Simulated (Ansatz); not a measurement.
# Rb on Au(111): change of the work function, part 2 of 5

How does one ordered layer of Rb (bridge site) change the work function of Au(111), and what dipole does each adsorbate carry?

Ansatz 0.2.0; plane-wave DFT, PBEsol, Ansatz PAW.

So far, work function, upper face (eV): step 2 (the clean slab) 5.24.

## (3) The covered slab

System of this step: Rb/Au(111). The cell holds 17 atoms: 16 Au and 1 Rb. Cell: a = 5.770 Å, b = 5.770 Å, c = 28.504 Å, α = 90.0°, β = 90.0°, γ = 60.0°. Vacuum lies along c.

The clean slab as it ended is repeated in the plane and the adsorbate is set on one face; the cell's size fixes the coverage, and the k-mesh shrinks with it to keep the sampling density about even. Adsorbate and upper layers relax, since the dipole depends on the height.

input.yaml

```yaml
crystal:
  lattice:
    - [5.7699913344, 0.0, 0.0]
    - [2.8849956672, 4.9969590752, 0.0]
    - [0.0, 0.0, 28.5035810597]
  atoms:
    - { symbol: Au, position: [0.0, 0.0, 0.3157497993] }
    - { symbol: Au, position: [0.1666666667, 0.1666666667, 0.3983916643] }
    - { symbol: Au, position: [0.3333333333, 0.3333333333, 0.4801774587] }
    - { symbol: Au, position: [0.0, 0.0, 0.5632669705] }
    - { symbol: Au, position: [0.0, 0.5, 0.3157497993] }
    - { symbol: Au, position: [0.1666666667, 0.6666666667, 0.3983916643] }
    - { symbol: Au, position: [0.3333333333, 0.8333333333, 0.4801774587] }
    - { symbol: Au, position: [0.0, 0.5, 0.5632669705] }
    - { symbol: Au, position: [0.5, 0.0, 0.3157497993] }
    - { symbol: Au, position: [0.6666666667, 0.1666666667, 0.3983916643] }
    - { symbol: Au, position: [0.8333333333, 0.3333333333, 0.4801774587] }
    - { symbol: Au, position: [0.5, 0.0, 0.5632669705] }
    - { symbol: Au, position: [0.5, 0.5, 0.3157497993] }
    - { symbol: Au, position: [0.6666666667, 0.6666666667, 0.3983916643] }
    - { symbol: Au, position: [0.8333333333, 0.8333333333, 0.4801774587] }
    - { symbol: Au, position: [0.5, 0.5, 0.5632669705] }
    - { symbol: Rb, position: [0.25, 0.0, 0.6842502007] }
kpoints:
  mp_grid: { grid: [6, 6, 1] }
hamiltonian:
  xc: pbesol
scf:
  occupations: { method: fermi_dirac, width: 0.1 }
  convergence: { dr2_threshold: 1.0e-08 }
efield:
  axis: 3
  dipole_correction: true
  ramp_position: 0.97
  ramp_width: 0.06
relax:
  f_tol: 0.02
  max_steps: 60
  constraints: [{ sites: [0, 1, 4, 5, 8, 9, 12, 13] }]
output:
  bader: true
  dos: { projected: true, e_range: [-8, 4] }
  write_potential: true
  write_density: true
  volumetric_format: npy
  elf: true
```

Launch:

```console
> ansatz run input.yaml --threads 4 --pin off --max-ram 6144MiB --backend cpu --events-out ev --progress --plain --runs-dir out
```

Output:

```text
[...]
Crystal: 17 atoms, lattice volume = 821.827 Å³
Basis set: ecut = 420 eV, 16103 PW (Γ), exchange–correlation on 80×80×384 points (8 copies of the dense FFT grid, shifted against one another)
Bands: 188, of which v1, the nominal top of the filled ones, is band 157 counted from 1 (156 counted from 0)
Symmetry: 2 space group operations
[...]
k-points: 13 of 36 (time reversal used)
[...]
SCF iter   1: F=—  HF=-211328.062503 eV  |F-HF|=—  |Δ(HF+E_count)|=         —  Δρ=4.87e-3  dr2=1.43e0  ethr=1.77e-3  p=0.472 e·Å  D=1.04e-1 V/Å  ΔV_dip=-2.97 eV  dr2_dipole=6.49e-3  V_vac-E_F(+/−)=1.82/4.79 eV  ⟨swp⟩=7.5  Hψ=10364  notcnv=0  defer=91
[...]
SCF iter  11: F=-211327.995484 eV  HF=-211327.995484 eV  |F-HF|=9.11e-9  |Δ(HF+E_count)|=   5.58e-8  Δρ=3.99e-7  dr2=4.94e-9  ethr=3.19e-12  p=0.496 e·Å  D=1.09e-1 V/Å  ΔV_dip=-3.11 eV  dr2_dipole=2.12e-10  V_vac-E_F(+/−)=2.12/5.23 eV  ⟨swp⟩=16.4  Hψ=19149  notcnv=0
SCF 1 converged in 11 iterations: F = -211327.995484 eV  dr2 = 4.94e-9
[...]
relax step   1: F+E_penalty+E_count = -211327.99548448 eV  Δ(F+E_penalty+E_count) = +0.000e0 eV  max|allowed force component| = 6.688e-1 eV/Å  Δτ_max = 0.0000 Å  (11 SCF iters, accepted)
[...]
SCF iter  10: F=-211328.074593 eV  HF=-211328.074593 eV  |F-HF|=9.02e-10  |Δ(HF+E_count)|=   4.98e-9  Δρ=1.95e-7  dr2=1.27e-9  ethr=3.19e-12  p=0.507 e·Å  D=1.12e-1 V/Å  ΔV_dip=-3.18 eV  dr2_dipole=1.96e-10  V_vac-E_F(+/−)=2.06/5.24 eV  ⟨swp⟩=9.4  Hψ=14947  notcnv=0
SCF 2 converged in 10 iterations: F = -211328.074593 eV  dr2 = 1.27e-9
relax step   2: F+E_penalty+E_count = -211328.07459328 eV  Δ(F+E_penalty+E_count) = -7.911e-2 eV  max|allowed force component| = 6.497e-1 eV/Å  Δτ_max = 0.0982 Å  (10 SCF iters, accepted)
SCF iter   1: F=—  HF=-211328.204326 eV  |F-HF|=—  |Δ(HF+E_count)|=         —  Δρ=1.14e-3  dr2=3.00e-2  ethr=1.22e-4  p=0.507 e·Å  D=1.12e-1 V/Å  ΔV_dip=-3.18 eV  dr2_dipole=1.27e-2  V_vac-E_F(+/−)=2.06/5.25 eV  ⟨swp⟩=5.7  Hψ=6004  notcnv=0  defer=183
[...]
SCF iter   9: F=-211328.201873 eV  HF=-211328.201873 eV  |F-HF|=6.43e-9  |Δ(HF+E_count)|=   1.48e-8  Δρ=5.26e-7  dr2=8.12e-9  ethr=3.19e-12  p=0.531 e·Å  D=1.17e-1 V/Å  ΔV_dip=-3.33 eV  dr2_dipole=4.53e-9  V_vac-E_F(+/−)=1.92/5.25 eV  ⟨swp⟩=14.8  Hψ=19705  notcnv=0
SCF 3 converged in 9 iterations: F = -211328.201873 eV  dr2 = 8.12e-9
[...]
relax step   3: F+E_penalty+E_count = -211328.20187276 eV  Δ(F+E_penalty+E_count) = -1.273e-1 eV  max|allowed force component| = 4.885e-1 eV/Å  Δτ_max = 0.1954 Å  (9 SCF iters, accepted)
[...]
relax step   4: F+E_penalty+E_count = -211328.27439096 eV  Δ(F+E_penalty+E_count) = -7.252e-2 eV  max|allowed force component| = 1.815e-1 eV/Å  Δτ_max = 0.1991 Å  (10 SCF iters, accepted)
[...]
relax step   5: F+E_penalty+E_count = -211328.29048659 eV  Δ(F+E_penalty+E_count) = -1.610e-2 eV  max|allowed force component| = 2.843e-2 eV/Å  Δτ_max = 0.1264 Å  (10 SCF iters, accepted)
SCF iter   1: F=—  HF=-211328.290102 eV  |F-HF|=—  |Δ(HF+E_count)|=         —  Δρ=2.74e-4  dr2=5.53e-4  ethr=2.97e-6  p=0.574 e·Å  D=1.26e-1 V/Å  ΔV_dip=-3.60 eV  dr2_dipole=6.04e-5  V_vac-E_F(+/−)=1.64/5.24 eV  ⟨swp⟩=3.1  Hψ=5119  notcnv=0  defer=185
[...]
SCF iter   8: F=-211328.290992 eV  HF=-211328.290992 eV  |F-HF|=3.35e-9  |Δ(HF+E_count)|=  8.73e-11  Δρ=2.96e-7  dr2=3.46e-9  ethr=3.19e-12  p=0.574 e·Å  D=1.26e-1 V/Å  ΔV_dip=-3.60 eV  dr2_dipole=2.21e-9  V_vac-E_F(+/−)=1.64/5.24 eV  ⟨swp⟩=15.6  Hψ=17913  notcnv=0
SCF 6 converged in 8 iterations: F = -211328.290992 eV  dr2 = 3.46e-9
relax step   6: F+E_penalty+E_count = -211328.29099239 eV  Δ(F+E_penalty+E_count) = -5.058e-4 eV  max|allowed force component| = 2.257e-3 eV/Å  Δτ_max = 0.0229 Å  (8 SCF iters, accepted)
NSCF: frozen V_eff on 13 k-points
[...]
SCF converged after 8 iterations
Free energy (F): -211328.290992 eV
[...]
Internal energy: -211328.014041 eV  (E = F + TS)
E sigma→0 (E₀):  -211328.152517 eV
Entropy (-TS):   -0.276951 eV (-16.291 meV/atom)
Fermi energy:    5.024811 eV
Dipole field:    D = 0.126321 V/Å  (p = 0.573712 e·Å, saw-weighted, corrected)
Work function:   Φ+ = 1.6426 eV   Φ− = 5.2433 eV
[...]
--- Forces (eV/Å), atoms counted from 1 ---
  atom   1  Au     0.00503527     0.00125022    -0.06325641
  atom   2  Au     0.00000000     0.01047140     0.09823162
  atom   3  Au     0.00045999    -0.00046485     0.00086687
  atom   4  Au    -0.00189245    -0.00022965     0.00070424
  atom   5  Au     0.00000000    -0.00456566    -0.06427924
  atom   6  Au     0.02894871    -0.02520387     0.04038683
  atom   7  Au     0.00000000    -0.00005529    -0.00092307
  atom   8  Au     0.00000000     0.00225744     0.00120751
  atom   9  Au    -0.00503527     0.00125022    -0.06325641
  atom  10  Au     0.00000000     0.03828880     0.07906878
  atom  11  Au    -0.00045999    -0.00046485     0.00086687
  atom  12  Au     0.00189245    -0.00022965     0.00070424
  atom  13  Au     0.00000000     0.00146503    -0.06964681
  atom  14  Au    -0.02894871    -0.02520387     0.04038683
  atom  15  Au     0.00000000     0.00088485     0.00031383
  atom  16  Au     0.00000000    -0.00138568    -0.00010166
  atom  17  Rb     0.00000000     0.00193895    -0.00130796
  max |Σ_I F_I| component: 3.40e-5 eV/Å
--- Band table (eV; the first three rows and the last of 13) ---
  k-point 0: bands = [... 153 lower, 4.7976, 4.8165, 4.8238, 5.3146, 5.8433, 5.8533, 5.8706, 6.1435, ... 27 higher]
  k-point 1: bands = [... 153 lower, 4.0667, 4.8926, 4.8980, 5.0575, 5.3137, 5.4547, 5.4702, 5.6585, ... 27 higher]
  k-point 2: bands = [... 153 lower, 4.1723, 4.6069, 4.9262, 4.9311, 5.4464, 5.4584, 5.6807, 6.3475, ... 27 higher]
  k-point 12: bands = [... 153 lower, 3.7119, 3.9375, 3.9958, 5.0310, 5.1550, 5.9949, 6.1805, 6.3948, ... 27 higher]
--- Relaxed structure (6 steps of the walk, 6 accepted, 0 SCFs on fresh bases) ---
  F+E_penalty+E_count = -211328.29099239 eV   max|allowed force component| = 2.257e-3 eV/Å
  atoms:
    - { symbol: Au, position: [0.0, 0.0, 0.3157497993] }
    - { symbol: Au, position: [0.166667, 0.1666666667, 0.3983916643] }
    - { symbol: Au, position: [0.332712, 0.334964, 0.480584] }
    - { symbol: Au, position: [-0.00408195, -0.000492685, 0.562455] }
    - { symbol: Au, position: [0.0, 0.5, 0.3157497993] }
    - { symbol: Au, position: [0.166667, 0.6666666667, 0.3983916643] }
    - { symbol: Au, position: [0.333794, 0.832412, 0.480225] }
    - { symbol: Au, position: [0.000938864, 0.498122, 0.566202] }
    - { symbol: Au, position: [0.5, 0.0, 0.3157497993] }
    - { symbol: Au, position: [0.666667, 0.1666666667, 0.3983916643] }
    - { symbol: Au, position: [0.832324, 0.334964, 0.480584] }
    - { symbol: Au, position: [0.504575, -0.000492685, 0.562455] }
    - { symbol: Au, position: [0.5, 0.5, 0.3157497993] }
    - { symbol: Au, position: [0.666667, 0.6666666667, 0.3983916643] }
    - { symbol: Au, position: [0.834468, 0.831063, 0.479517] }
    - { symbol: Au, position: [0.499348, 0.501304, 0.566494] }
    - { symbol: Rb, position: [0.246928, 0.00614312, 0.662359] }
--- Bader charges: 17 sites ---
  site symbol  charge [e]  shift [e]
     0     Au     -0.0277     0.0000
     1     Au      0.0296     0.0000
     2     Au      0.0102     0.0000
     3     Au     -0.1678     0.0000
     4     Au     -0.0275     0.0000
     5     Au      0.0289     0.0000
     6     Au      0.0105     0.0000
     7     Au     -0.1828     0.0000
     8     Au     -0.0277     0.0000
     9     Au      0.0308     0.0000
    10     Au      0.0102     0.0000
    11     Au     -0.1678     0.0000
    12     Au     -0.0287     0.0000
    13     Au      0.0289     0.0000
    14     Au      0.0063     0.0000
    15     Au     -0.1841     0.0000
    16     Rb      0.6588     0.0000
  estimated error of the sums over rays = 1.8e-4 e
```

Elapsed: 2 min, on 4 threads of AMD EPYC 9R45, shared host; peak memory 4.2 GiB; 7.8 min of CPU time.

Relaxation path:

```csv
step,energy less that of the first step (eV),largest force component (eV/Å)
1,0.0000,0.6688
2,-0.0791,0.6497
3,-0.2064,0.4885
4,-0.2789,0.1815
5,-0.2950,0.0284
6,-0.2955,0.0023
```

The run keeps the 2 symmetry operations that the program found, so distortions that break them were not tested.

The atoms that moved most (Å):

```
atom      dx      dy      dz  length
Rb17   0.000   0.031  -0.624   0.625
Au16   0.000   0.007   0.092   0.092
 Au8   0.000  -0.009   0.084   0.084
Au12   0.025  -0.002  -0.023   0.034
 Au4  -0.025  -0.002  -0.023   0.034
Au15   0.000  -0.011  -0.019   0.022
Au11  -0.001   0.008   0.012   0.014
 Au3   0.001   0.008   0.012   0.014
```

Final coordinates:

```cif
data_structure
_symmetry_space_group_name_H-M 'P 1'
_symmetry_Int_Tables_number 1
_cell_length_a 5.7700
_cell_length_b 5.7700
_cell_length_c 28.5036
_cell_angle_alpha 90.000
_cell_angle_beta 90.000
_cell_angle_gamma 60.000
_cell_volume 821.83
loop_
_atom_site_label
_atom_site_type_symbol
_atom_site_fract_x
_atom_site_fract_y
_atom_site_fract_z
_atom_site_occupancy
Au1 Au 0.00000 0.00000 0.31575 1
Au2 Au 0.16667 0.16667 0.39839 1
Au3 Au 0.33271 0.33496 0.48058 1
Au4 Au 0.99592 0.99951 0.56246 1
Au5 Au 0.00000 0.50000 0.31575 1
Au6 Au 0.16667 0.66667 0.39839 1
Au7 Au 0.33379 0.83241 0.48022 1
Au8 Au 0.00094 0.49812 0.56620 1
Au9 Au 0.50000 0.00000 0.31575 1
Au10 Au 0.66667 0.16667 0.39839 1
Au11 Au 0.83232 0.33496 0.48058 1
Au12 Au 0.50457 0.99951 0.56246 1
Au13 Au 0.50000 0.50000 0.31575 1
Au14 Au 0.66667 0.66667 0.39839 1
Au15 Au 0.83447 0.83106 0.47952 1
Au16 Au 0.49935 0.50130 0.56649 1
Rb17 Rb 0.24693 0.00614 0.66236 1
```

Numbers from this step:

```
energy at zero smearing        : -211328.1525 eV
work function, upper face      : 1.643 eV
work function, lower face      : 5.243 eV
dipole along the normal        : 0.5737 e·Å
step between the vacuum levels : -3.601 eV
```

Running mean over 2.356 Å of the planar mean; the ramp of the sawtooth is left out. Electron's electrostatic potential energy less the Fermi level against z:

| z (Å) | electron's electrostatic potential energy less the Fermi level (eV) |
| --- | --- |
| 4 | 5.24 |
| 5 | 5.24 |
| 6 | 5.19 |
| 7 | 4.20 |
| 8 | -3.32 |
| 9 | -8.15 |
| 10 | -8.50 |
| 11 | -8.60 |
| 12 | -8.75 |
| 13 | -8.75 |
| 14 | -8.51 |
| 15 | -8.16 |
| 16 | -8.31 |
| 17 | -5.05 |
| 18 | -0.916 |
| 19 | -1.89 |
| 20 | -0.849 |
| 21 | 1.14 |
| 22 | 1.47 |
| 23 | 1.59 |
| 24 | 1.62 |
| 25 | 1.64 |

The density of states has structure finer than the step of the table below, so its rows give means over 0.5 eV. Peaks (eV: height): -4.45: 63.0, -4.33: 72.5, -4.12: 74.5, -3.43: 53.1, -2.41: 53.6, -2.23: 92.8, -1.98: 51.1.

Density of states against energy, zero at the Fermi level; means over each step:

| energy (eV) | density of states (states/eV a cell) |
| --- | --- |
| -7.5 | 3.49 |
| -7.0 | 9.26 |
| -6.5 | 21.0 |
| -6.0 | 27.1 |
| -5.5 | 22.4 |
| -5.0 | 26.7 |
| -4.5 | 43.6 |
| -4.0 | 38.6 |
| -3.5 | 31.9 |
| -3.0 | 34.2 |
| -2.5 | 34.2 |
| -2.0 | 38.0 |
| -1.5 | 8.98 |
| -1.0 | 7.21 |
| -0.5 | 3.66 |
| 0.0 | 7.13 |
| 0.5 | 5.95 |
| 1.0 | 5.16 |
| 1.5 | 8.05 |

Projected DOS per atom over height of the atomic layer and energy from the Fermi level. Layers: Au4 Au4 Au4 Au4 Rb from below.

Values in states/eV, 22 rows by 5 columns, each cell a mean:
```
0.26 0.23 0.25 0.21 0.35
0.15 0.21 0.21 0.17 0.33
0.15 0.20 0.17 0.14 0.83
0.30 0.25 0.22 0.30 0.53
0.32 0.28 0.32 0.30 0.48
0.18 0.20 0.20 0.16 0.21
0.44 0.30 0.27 0.38 0.16
0.43 0.41 0.43 0.33 0.14
1.93 2.32 2.11 1.26 0.10
2.39 2.06 2.02 2.03 0.05
2.90 1.70 1.96 2.77 0.08
2.29 1.42 1.73 2.53 0.07
2.38 1.37 1.34 2.45 0.05
3.00 2.26 2.21 3.06 0.04
2.11 2.47 2.38 2.50 0.02
1.31 1.83 1.95 1.56 0.01
1.36 1.35 1.33 1.53 0.01
1.40 1.93 1.81 1.40 0.02
0.77 1.93 1.85 0.94 0.02
0.47 1.18 1.14 0.50 0.02
0.17 0.34 0.35 0.21 0.02
0.11 0.19 0.18 0.13 0.01
```
Columns: height of the atomic layer (Å) from 9 to 18.9 (not evenly spaced); rows upwards: energy from the Fermi level (eV) from -7.96 to 1.95.

Electrostatic potential energy in the ca plane at fractional y = 0.000, with atoms of Au and Rb within 0.2 Å of it. With pseudopotentials it is smooth inside the atoms' cores, unlike the true potential.

Ten even steps from '0' (-45 eV) to '9' (8 eV), each cell a mean:
```
04899999999999984000279999999999999999999999
37998889999889997312699999999999999999999999
89987568998667999877999999999999999999999999
99986457997547899999999999999999999999999999
89987668998667999877999999999999999999999999
37998889999889997312599999999999999999999999
04899999999999984000279999999999999999999999
04899999999999983000179999889999999999999999
16999999999999996101489987678999999999999999
68998778998778998656899862016899999999999999
99986457997557899999999830002799999999999999
99986457997557899999999830002799999999999999
68998778998778998656899861016899999999999999
16999999999999996100489987678999999999999999
04899999999999983000179999899999999999999999
```
Columns run along c (16.0 Å, from fractional 0.33 to 0.90 of the cell; values clipped at the 3rd and 97th percentile), rows up along a (5.8 Å). Atoms in or near the plane, at fractional coordinates: Au at (0.56, 0.00), Au at (0.56, 0.50), Rb at (0.66, 0.25).

ELF in the ca plane at fractional y = 0.000, with atoms of Au and Rb within 0.2 Å of it. It is the smooth field of the valence electrons, not physical close to the nuclei.

Values, 8 rows by 16 columns, each cell a mean:
```
0.40 0.21 0.21 0.17 0.22 0.23 0.55 0.45 0.21 0.04 0.03 0.03 0.11 0.12 0.05 0.01
0.21 0.30 0.33 0.24 0.37 0.21 0.27 0.25 0.16 0.05 0.03 0.08 0.15 0.11 0.05 0.01
0.25 0.27 0.30 0.23 0.33 0.21 0.34 0.30 0.18 0.04 0.02 0.07 0.14 0.11 0.05 0.01
0.44 0.19 0.18 0.15 0.20 0.25 0.61 0.49 0.20 0.11 0.08 0.02 0.10 0.12 0.05 0.01
0.40 0.20 0.20 0.16 0.22 0.24 0.54 0.44 0.22 0.73 0.56 0.06 0.06 0.13 0.06 0.02
0.21 0.30 0.33 0.24 0.38 0.22 0.25 0.23 0.43 0.52 0.79 0.16 0.05 0.13 0.06 0.02
0.25 0.27 0.30 0.22 0.33 0.21 0.32 0.28 0.39 0.68 0.77 0.14 0.05 0.13 0.06 0.02
0.44 0.19 0.18 0.14 0.20 0.25 0.60 0.48 0.18 0.57 0.42 0.04 0.07 0.12 0.06 0.01
```
Columns run along c (16.0 Å, from fractional 0.33 to 0.90 of the cell), rows up along a (5.8 Å). Atoms in or near the plane, at fractional coordinates: Au at (0.56, 0.00), Au at (0.56, 0.50), Rb at (0.66, 0.25).

Valence density in the ca plane at fractional y = 0.000, with atoms of Au and Rb within 0.2 Å of it. It is the smooth field of the valence electrons, not physical close to the nuclei.

Ten steps, logarithmic in the rise over the least value, from '0' (0 e/Å³) to '9' (13 e/Å³), each cell a mean:
```
85322221111222236899731000000000000000000000
64222332112332224677521000000000000000000000
32224443223443222343210000000000000000000000
21234553223554222222210000000000000000000000
32223443223443222344210000000000000000000000
64222332112332224677521000000000000000000000
85322221111222236899731000000000000000000000
86321211111121236999741111110000000000000000
75222222112222225788631123432100000000000000
43223432222343223455321245554200000000000000
22224553223554222222211355555310000000000000
22224553223554222222211355555310000000000000
43223432222343223455321245554200000000000000
75222222112222225788631123432100000000000000
86321211111121236999741101110000000000000000
```
Columns run along c (16.0 Å, from fractional 0.33 to 0.90 of the cell), rows up along a (5.8 Å). Atoms in or near the plane, at fractional coordinates: Au at (0.56, 0.00), Au at (0.56, 0.50), Rb at (0.66, 0.25).

The relaxation took 6 steps and lowered the energy by 0.30 eV; the largest force on the free atoms ends at 0.0023 eV/Å.

By hand: a sheet of dipoles makes a step −p/(ε₀A) in the electron's potential. With e/ε₀ = 180.95 V·Å, p = 0.5737 e·Å and A = 28.83 Å², that is −180.95 × (0.5737) / 28.83 = -3.601 eV, and the two vacuum levels of the run differ by -3.601 eV.

The covered face has 1.64 eV, -3.60 eV against the clean one; the bare back face has moved by +0.01 eV, a measure of how thin the slab is.

## (4) Work function against coverage

This step: plane-wave DFT, PBEsol, Ansatz PAW; work function against coverage (Ansatz 0.2.0).

The runs are now put side by side.

This step gave:

| Item | Value |
| --- | --- |
| work function of the clean face | 5.242 eV |
| largest change of the work function | -3.599 eV |

Work function of the covered face against coverage:

```
coverage (adsorbates/nm²)  work function of the covered face (eV)
                     0.00                                    5.24
                     3.47                                    1.64
```

The dipole per adsorbate comes from the change of the cell's dipole. Coverage, by row:

```csv
coverage (1/nm²),coverage (ML),work function (eV),change (eV),"dipole per adsorbate, positive end outwards (debye)",mean height of the added atoms over the highest substrate atom (Å)
3.468,0.25,1.643,-3.599,2.76,2.732
```

(Continued in part 3 of 5.)

[Long decimals in the printed logs are rounded to 6 places.]

[Logs are printed without paths, hosts, clocks, repeated set-up lines and the standing remarks that a program may print on its own settings, such as how far it seeks lower states.]

[Hosts, paths, dates, database ids (printed as entryN), source tags and the programs' standing remarks are cut or masked in the printed files.]

[Maps of the electrostatic potential energy from Ansatz leave out the sawtooth potential of an applied field or a dipole correction, so their vacuum need not be flat; planar profiles and work functions include it.]
